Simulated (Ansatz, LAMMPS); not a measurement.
# Structural relaxation of amorphous 88HfO2-12Y2O3 (mol %) (81 atoms), part 3 of 4

How does amorphous 88HfO2-12Y2O3 (mol %) (81 atoms) relax, and what do bonds, charges and levels look like afterwards?

Ansatz 0.2.0; Kohn-Sham DFT, PBE, PAW (set soft_2), plane waves.

The cell: 22 Hf, 6 Y and 53 O. The quench rate of 50 K/ps far exceeds what a furnace or splat quench reaches. The network of bonds at the start is that of the classical potential that made the cell. Only the Γ point is sampled in the main run, in a cell whose shortest periodic width is 10 Å. The levels lack spin–orbit coupling.

So far. Step 4 (Cell and atoms relaxed): The relaxation changed the energy by -48.6 meV/atom, and atoms moved by 0.27 Å r.m.s., 0.78 Å at most.

## Step 6: Single point at the relaxed geometry

One more single point at the end of the walk gives the fuller output and checks the residual forces.

input.yaml reads:

```yaml
crystal:
  lattice:
    - [10.15548, 0.0533, -0.04137]
    - [0.0533, 10.09657, 0.00117]
    - [-0.04137, 0.00117, 10.28317]
  atoms:
    - { symbol: Hf, position: [0.21211, 0.84921, 0.53255] }
    - { symbol: Hf, position: [0.8848, 0.72062, 0.60822] }
    - { symbol: Hf, position: [0.04812, 0.61629, 0.34304] }
    - { symbol: Hf, position: [0.27441, 0.35799, 0.31892] }
    [... 71 atom lines left out ...]
    - { symbol: O, position: [0.02898, 0.56595, 0.55205] }
    - { symbol: O, position: [0.36169, 0.52351, 0.23844] }
    - { symbol: O, position: [0.75125, 0.0198, 0.937] }
    - { symbol: O, position: [0.10707, 0.73875, 0.20032] }
    - { symbol: O, position: [0.32238, 0.77878, 0.68754] }
    - { symbol: O, position: [0.31168, 0.36814, 0.97315] }
kpoints:
  mp_grid: { grid: [1, 1, 1] }
hamiltonian:
  xc: pbe
scf:
  occupations: { method: fermi_dirac, width: 0.025 }
output:
  forces: true
  stress: true
  populations: true
  dos:
    method: { smearing: { sigma: 0.08 } }
    de: 0.05
    projected: { site_lists: { Hf: [Hf], O: [O], "Y": ["Y"] } }
  eigenvalues: true
  write_density: true
  write_potential: true
  volumetric_format: npy
```

On the command line:

```bash
> ansatz run input.yaml --threads 4 --pin off --max-ram 8192MiB --backend cpu --events-out ev --progress --plain --runs-dir out
```

Numbers of over 12 decimals in the logs are rounded to 6 here.

The log of the run:

```text
[...]
Crystal: 81 atoms, lattice volume = 1054.344 Å³
Basis set: ecut = 420 eV, 20565 PW (Γ), exchange–correlation on 144×144×144 points (8 copies of the dense FFT grid, shifted against one another)
Bands: 574, of which v1, the nominal top of the filled ones, is band 478 counted from 1 (477 counted from 0)
Symmetry: 1 space group operations
[...]
k-points: 1
[...]
SCF iter   1: F=—  HF=-399175.881980 eV  |F-HF|=—  |Δ(HF+E_count)|=         —  Δρ=3.67e-3  dr2=1.48e-1  ethr=1.77e-3  ⟨swp⟩=5.0  Hψ=1749  notcnv=0  defer=61
[...]
SCF iter  10: F=-399175.874123 eV  HF=-399175.874123 eV  |F-HF|=2.37e-8  |Δ(HF+E_count)|=   3.96e-7  Δρ=2.58e-6  dr2=8.10e-8  ethr=1.05e-11  ⟨swp⟩=15.0  Hψ=4388  notcnv=0
SCF 1 converged in 10 iterations: F = -399175.874123 eV  dr2 = 8.10e-8
[...]
SCF converged after 10 iterations
Free energy (F): -399175.874123 eV
[...]
Internal energy: -399175.874123 eV  (E = F + TS)
E sigma→0 (E₀):  -399175.874123 eV
Fermi energy:    13.771709 eV
[...]
--- Forces (eV/Å), atoms counted from 1 ---
  atom   1  Hf    -0.00139674     0.00492234     0.00163422
  atom   2  Hf     0.00456502    -0.00212539    -0.00465830
  atom   3  Hf    -0.00101211     0.00045377    -0.00249197
  atom   4  Hf     0.00046238    -0.00188176    -0.00581137
  atom   5  Hf     0.00179909     0.00224736     0.00405794
  atom   6  Hf    -0.00096766    -0.00332344    -0.00248028
  atom   7  Hf     0.00287613     0.00330808     0.00183556
  atom   8  Hf    -0.00228821     0.00315738    -0.00221721
  atom   9  Hf    -0.00153670    -0.00227203    -0.00694117
  atom  10  Hf    -0.00029989     0.00699621     0.00003825
  atom  11  Hf    -0.00227700     0.00155486     0.00288862
  atom  12  Hf     0.00193755    -0.00505040    -0.00040349
  atom  13  Hf     0.00219938    -0.00081506     0.00158934
  atom  14  Hf     0.00139183     0.00046776    -0.00225552
[...]
atom  80  O      0.00268072     0.00036201    -0.00097045
  atom  81  O      0.00224505     0.00131112    -0.00046003
  max |Σ_I F_I| component: 1.01e-4 eV/Å
--- Stress (GPa, compression-positive) ---
       -0.015712      -0.004507      -0.001386
       -0.004507      -0.012225       0.002138
       -0.001386       0.002138      -0.020036
  P = ⅓ Tr σ = -0.0160 GPa (-0.160 kbar)
--- Band table (eV) ---
[...]
--- Löwdin populations: 81 sites ---
  site symbol       q [e]
     0     Hf     24.6830
     1     Hf     24.5482
     2     Hf     24.5654
[...]
80      O      6.6997
  spilling = 0.002714 (of n_electrons = 956.000000)
```

It took 13 s on 4 threads of Intel Xeon 6975P-C (Granite Rapids), shared host; peak memory 2 GiB.

The run gave:

```
free energy                                      : -399175.8741 eV
free energy per atom                             : -4928.0972 eV/atom
SCF cycles                                       : 10
pressure                                         : -0.01599 GPa
r.m.s. force component                           : 0.00232 eV/Å
longest force                                    : 0.00806 eV/Å
Fermi energy                                     : 13.77 eV
gap (highest filled to lowest empty level) : 3.789 eV
spilling of the projection                       : 0.002714
```

Löwdin charges by element and coordination (they lack the spilled electrons, 0.032 e an atom on average):

```csv
element,coordination,atoms,mean charge (e),spread,least,most
Hf,all,22,1.41,0.0409,1.32,1.50
Hf,6,16,1.41,0.0395,1.32,1.49
Hf,7,6,1.41,0.0444,1.36,1.50
O,all,53,-0.673,0.0219,-0.737,-0.627
O,2,1,-0.643,0,-0.643,-0.643
O,3,29,-0.670,0.021,-0.716,-0.627
O,4,23,-0.678,0.0219,-0.737,-0.629
Y,all,6,1.20,0.0253,1.17,1.25
Y,6,1,1.25,0,1.25,1.25
Y,7,3,1.19,0.0213,1.17,1.22
Y,8,2,1.19,0.0095,1.18,1.20
```

States in the cell by windows of 1 eV, zero at the Fermi level; the larger projections on atomic orbitals stand beside the total:

```csv
from (eV),to (eV),total,O p,Hf d,Y d,Hf f
-18,-17,27.0,0.1,1.7,0.6,0.2
-17,-16,0.8,0.0,0.0,0.0,0.0
-16,-14,0.0,0.0,0.0,0.0,0.0
-14,-13,4.4,0.0,0.0,0.0,4.3
-13,-12,290.1,0.9,0.1,0.0,288.5
-12,-11,13.6,0.0,0.0,0.0,13.5
-11,-8,0.0,0.0,0.0,0.0,0.0
-8,-7,0.6,0.4,0.1,0.0,0.0
-7,-6,48.3,33.6,10.1,1.0,0.1
-6,-5,68.3,50.2,13.1,1.8,0.2
-5,-4,72.2,58.3,8.2,2.1,0.2
-4,-3,77.6,68.6,4.7,1.5,0.3
-3,-2,49.0,45.4,1.8,0.5,0.2
-2,-1,1.9,1.8,0.0,0.0,0.0
-1,1,0.0,0.0,0.0,0.0,0.0
1,2,4.4,0.6,2.9,0.3,0.0
2,3,36.1,4.0,24.9,3.8,0.0
3,4,62.6,7.7,38.8,10.6,0.0
4,5,58.6,7.9,30.1,13.4,0.0
```

Between -26 and -18 eV lie 114 more states.

About 188 of the 956 electrons lie in deeper levels, below the stored range.

The levels nearest the highest filled one (over half full), pooled over k-points and spins:

```
level less the highest filled one (eV)  occupation
                                -0.500           2
                                -0.433           2
                                -0.343           2
                                -0.270           2
                                -0.222           2
                                     0           2
                                  3.79           0
                                  3.87           0
                                  3.91           0
                                  4.01           0
                                  4.10           0
                                  4.17           0
```

Valence density in the ab plane at fractional z = 0.627, with atoms of Hf and Y and O within 0.2 Å of it. It is the smooth field of the valence electrons, not physical close to the nuclei.

Values in e/Å³, 13 rows by 16 columns, each cell a mean:
```
 0  0  0  1  0  0  0  0  1  1  0  0  0  0  0  0
 2  2  0  1  0  0  0  4 13  3  0  1  1  0  0  0
 3  3  0  0  1  1  1  6 19  5  0  1  1  2  3  1
 0  0  0  0  0  1  0  0  1  0  0  0  0  9 20  3
 0  0  0  0  1  1  0  1  1  0  0  0  0  2  4  1
 1  0  0  1  3  3  1  0  0  0  0  1  4  2  0  0
 0  0  0  0  2  2  0  0  0  2  2  1  3  1  0  0
 1  0  0  0  0  0  0  0  0  2  1  0  0  0  4  5
 0  0  0  1  1  0  0  0  0  0  0  0  0  0  3  4
 1  0  0  0  1  8  5  0  0  0  0  0  0  0  0  2
 3  0  0  0  2 16 11  1  0  0  0  1  0  0  1  4
 0  0  0  2  1  1  1  0  1  1  1  2  0  0  0  1
 0  0  1  5  2  0  0  1  6  2  0  0  0  0  0  0
```
Columns run along a (10.2 Å), rows up along b (10.1 Å). Atoms in or near the plane, at fractional coordinates: Hf at (0.88, 0.72), Hf at (0.52, 0.83), Hf at (0.35, 0.21), Y at (0.30, 0.55), O at (0.98, 0.19), O at (0.53, 0.03), O at (0.22, 0.04), O at (0.78, 0.54).

Electrostatic potential energy in the ab plane at fractional z = 0.627, with atoms of Hf and Y and O within 0.2 Å of it. With pseudopotentials it is smooth inside the atoms' cores, unlike the true potential.

Ten even steps from '0' (-29 eV) to '9' (18 eV), each cell a mean:
```
99999878999999756899999999999
99998878899987656899999999999
75687666889873102589889999999
30157656788861010278658987888
31268767757861010378778753457
77799888757874212589998510015
89999999889988767889997400004
89999988888999889999998510015
99999875346898789999998764467
89999740001589899999974478889
88999730000489988778830049999
99999840001589886456840158888
89999875335789874224786687666
68999998888999874224789875213
47899988999999986556889873101
58999877888899998888899874212
89999988765678999999999987656
79999997410147899999999999876
16999986200016899988788999830
06999987200026899876557899830
69999998632257999875346899985
99999645876788756875456899999
99997101799998200687778899999
99998202899998200698889999999
```
Columns run along a (10.2 Å; values clipped at the 3rd and 97th percentile), rows up along b (10.1 Å). Atoms in or near the plane, at fractional coordinates: Hf at (0.88, 0.72), Hf at (0.52, 0.83), Hf at (0.35, 0.21), Y at (0.30, 0.55), O at (0.98, 0.19), O at (0.53, 0.03), O at (0.22, 0.04), O at (0.78, 0.54).

Mean Löwdin charges: Hf +1.41, O -0.67, Y +1.20 e. The largest share in the top eV of filled states is O p (94 % of the projected weight), and in the lowest eV of empty states Hf d (71 % of the projected weight).

Local excerpt of 11 atoms (numbers count through the whole input) about O43, which has 2 bonded neighbours where the commonest count for O is 3; x, y, z are measured from there.

```
atom      x      y      z  distance (Å)  bonds  Löwdin charge (e)
 O43   0.00   0.00   0.00          0.00      2              -0.64
Hf18   0.86  -0.73  -1.62          1.98      7               1.39
Hf13  -0.47   1.91  -0.38          2.00      6               1.38
 O36  -0.30   1.89   1.67          2.54      4              -0.66
 O49  -1.18  -1.58  -1.62          2.55      3              -0.68
 O71   0.80   1.36  -2.08          2.61      4              -0.69
 O61   2.36  -1.53   0.00          2.81      4              -0.68
 O66  -2.19   1.20  -1.33          2.82      4              -0.66
 Hf7  -2.84  -0.66  -0.66          2.99      6               1.42
 O44   2.47   1.50   0.82          3.00      3              -0.65
 O35  -2.72  -0.21   1.29          3.02      3              -0.65
```

The column of bonds counts only the pairs O-Hf within 2.82 Å, O-Y within 3.00 Å; other neighbours, such as metal atoms beside each other in a compound, aren't counted, and periodic images can show an atom twice.

## Step 7: K-mesh 2×2×2

Large cells are often run on few k-points; this run checks whether the reference had enough.

input.yaml, as its differences from that of step 6:

```diff
@@ -8,3 +8,3 @@
 kpoints:
-  mp_grid: { grid: [1, 1, 1] }
+  mp_grid: { grid: [2, 2, 2] }
 hamiltonian:
@@ -22,4 +22 @@
   eigenvalues: true
-  write_density: true
-  write_potential: true
-  volumetric_format: npy
```

The log of the run:

```text
[...]
Crystal: 81 atoms, lattice volume = 1054.344 Å³
Basis set: ecut = 420 eV, 20565 PW (Γ), exchange–correlation on 144×144×144 points (8 copies of the dense FFT grid, shifted against one another)
Bands: 574, of which v1, the nominal top of the filled ones, is band 478 counted from 1 (477 counted from 0)
Symmetry: 1 space group operations
[...]
k-points: 8
[...]
SCF iter   1: F=—  HF=-399176.108164 eV  |F-HF|=—  |Δ(HF+E_count)|=         —  Δρ=3.54e-3  dr2=1.40e-1  ethr=1.77e-3  ⟨swp⟩=4.9  Hψ=14083  notcnv=0  defer=509
[...]
SCF iter   9: F=—  HF=-399176.100972 eV  |F-HF|=—  |Δ(HF+E_count)|=   1.19e-6  Δρ=4.00e-6  dr2=2.57e-7  ethr=3.92e-10  ⟨swp⟩=2.0  Hψ=6800  notcnv=0  defer=718
SCF iter  10: F=-399176.100972 eV  HF=-399176.100972 eV  |F-HF|=1.30e-8  |Δ(HF+E_count)|=   3.66e-7  Δρ=2.48e-6  dr2=7.63e-8  ethr=1.05e-11  ⟨swp⟩=11.0  Hψ=20186  notcnv=0
SCF 1 converged in 10 iterations: F = -399176.100972 eV  dr2 = 7.63e-8
[...]
SCF converged after 10 iterations
Free energy (F): -399176.100972 eV
[...]
Internal energy: -399176.100972 eV  (E = F + TS)
E sigma→0 (E₀):  -399176.100972 eV
Fermi energy:    13.739177 eV
[...]
Σ components = -399176.100972   (vs F -399176.100972, Δ=0.00e0)
--- Forces (eV/Å), atoms counted from 1 ---
  atom   1  Hf    -0.03432197    -0.00507720    -0.02731860
  atom   2  Hf     0.02001198    -0.06600186     0.00566707
  atom   3  Hf    -0.00546665    -0.02543125    -0.03390337
  atom   4  Hf     0.00191392     0.00186948     0.01884338
[...]
atom  81  O     -0.02661569     0.02124957     0.00933774
  max |Σ_I F_I| component: 1.13e-4 eV/Å
--- Stress (GPa, compression-positive) ---
       -0.023263       0.001713      -0.010176
        0.001713       0.006983      -0.005435
       -0.010176      -0.005435      -0.026266
  P = ⅓ Tr σ = -0.0142 GPa (-0.142 kbar)
--- Band table (eV; the first three rows and the last of 8) ---
[...]
--- Löwdin populations: 81 sites ---
  site symbol       q [e]
     0     Hf     24.6766
     1     Hf     24.5470
     2     Hf     24.5668
[...]
80      O      6.7002
  spilling = 0.002718 (of n_electrons = 956.000000)
```

It took 2 min on 4 threads; peak memory 5.8 GiB.

The program notes that it cut back its work space to fit the memory limit.

Geometry and reference: those of the single point at the relaxed geometry.

Forces differ from those of the single point at the relaxed geometry by 22 meV/Å r.m.s.; the energy by -2.8 meV/atom and the gap by -0.049 eV. It took 2 min and 10 cycles; the reference's time can't be set against it, since the two runs asked for unlike analyses.

(Part 3 of 4 ends here.)

[Logs are printed without paths, hosts, clocks, repeated set-up lines and the standing remarks that a program may print on its own settings, such as how far it seeks lower states.]

[Hosts, paths, dates, database ids (printed as entryN), source tags and the programs' standing remarks are cut or masked in the printed files.]
